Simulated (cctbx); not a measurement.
# Interatomic vectors of CaZrPt

Space group Pnma (no. 62), a = 7.2900 Å, b = 4.5530 Å, c = 7.8000 Å, α = 90.00°, β = 90.00°, γ = 90.00°, content Pt4 Zr4 Ca4.

The data are simulated with cctbx, not measured: Mo Kα, λ = 0.71073 Å, to d = 0.77 Å, 95 % of the full sphere, strongest reflection 5000 counts, noise from counting, a 2 % proportional error and a noise floor of 8 counts (s.d.); no absorption.

Patterson synthesis from sharpened amplitudes, origin scaled to 1000:

```text
Patterson group P m m m
      u       v       w   height  length (A)
  0.000   0.000   0.000   1000.0     0.00
  0.086   0.500   0.500    434.2     4.56
  0.500   0.000   0.293    431.7     4.30
  0.500   0.500   0.500    248.5     5.80
  0.417   0.500   0.208    216.1     4.13
  0.374   0.000   0.000    196.3     2.73
  0.000   0.500   0.176    195.2     2.66
  0.123   0.000   0.325    157.7     2.69
  0.311   0.500   0.107    107.4     3.32
  0.198   0.500   0.208     85.6     3.15
  0.218   0.000   0.411     75.2     3.58
  0.283   0.000   0.296     69.6     3.10
  0.061   0.226   0.000     50.9     1.12
  0.000   0.291   0.500     47.3     4.12
```

Q: Assign the vectors.

A peak at u stands for all pairs with xi − xj = u, with weight Σ ZiZj against Σ Z² = 32336 at the origin. Peak heights follow these weights only roughly, since form factors, motion and series ripples differ, all vectors within 0.55 Å of a peak are counted as merged into it though the farther ones add only part of their weight, and F(000) is left out, which lowers the whole map:

| u | v | w | shortest length (Å) | height | 1000 ΣZiZj/ΣZ² | pairs in the cell |
| --- | --- | --- | --- | --- | --- | --- |
| 0.086 | 0.500 | 0.500 | 4.56 | 434 | 475 | 2 × Pt–Pt, 2 × Zr–Zr |
| 0.500 | 0.000 | 0.293 | 4.30 | 432 | 475 | 2 × Pt–Pt, 2 × Zr–Zr |
| 0.500 | 0.500 | 0.500 | 5.80 | 248 | 821 | 8 × Pt–Zr, 4 × Ca–Ca |
| 0.417 | 0.500 | 0.208 | 4.13 | 216 | 188 | 1 × Pt–Pt |
| 0.374 | 0.000 | 0.000 | 2.73 | 196 | 386 | 4 × Pt–Zr |
| 0.000 | 0.500 | 0.176 | 2.66 | 195 | 386 | 4 × Pt–Zr |
| 0.123 | 0.000 | 0.325 | 2.69 | 158 | 242 | 2 × Pt–Zr, 2 × Zr–Ca |
| 0.311 | 0.500 | 0.107 | 3.32 | 107 | 195 | 2 × Pt–Ca, 1 × Zr–Zr, 2 × Zr–Ca |
| 0.198 | 0.500 | 0.208 | 3.15 | 86 | 146 | 2 × Pt–Ca, 2 × Zr–Ca |
| 0.218 | 0.000 | 0.411 | 3.58 | 75 | 146 | 2 × Pt–Ca, 2 × Zr–Ca |

The table stops at ten peaks or at a height of 45, below which ripples compete. In the model behind the data Pt, the heaviest element, has 1 independent site: (0.7931, 3/4, 0.6045), up to an allowed shift of origin; the Pt–Pt vectors are differences of these positions and their symmetry mates. The whole model:

```csv
atom,mult.,x,y,z,Ueq (Å²)
Pt1,4,0.7931,3/4,0.6045,0.0098
Zr1,4,0.6703,3/4,0.9290,0.0150
Ca1,4,0.0136,3/4,0.1920,0.0146
```

The model was made for the exercise: a known structure type with other elements put in, its volume estimated, not relaxed; displacement parameters are assumed.

[Logs are printed without paths, hosts, clocks, repeated set-up lines and the standing remarks that a program may print on its own settings, such as how far it seeks lower states.]
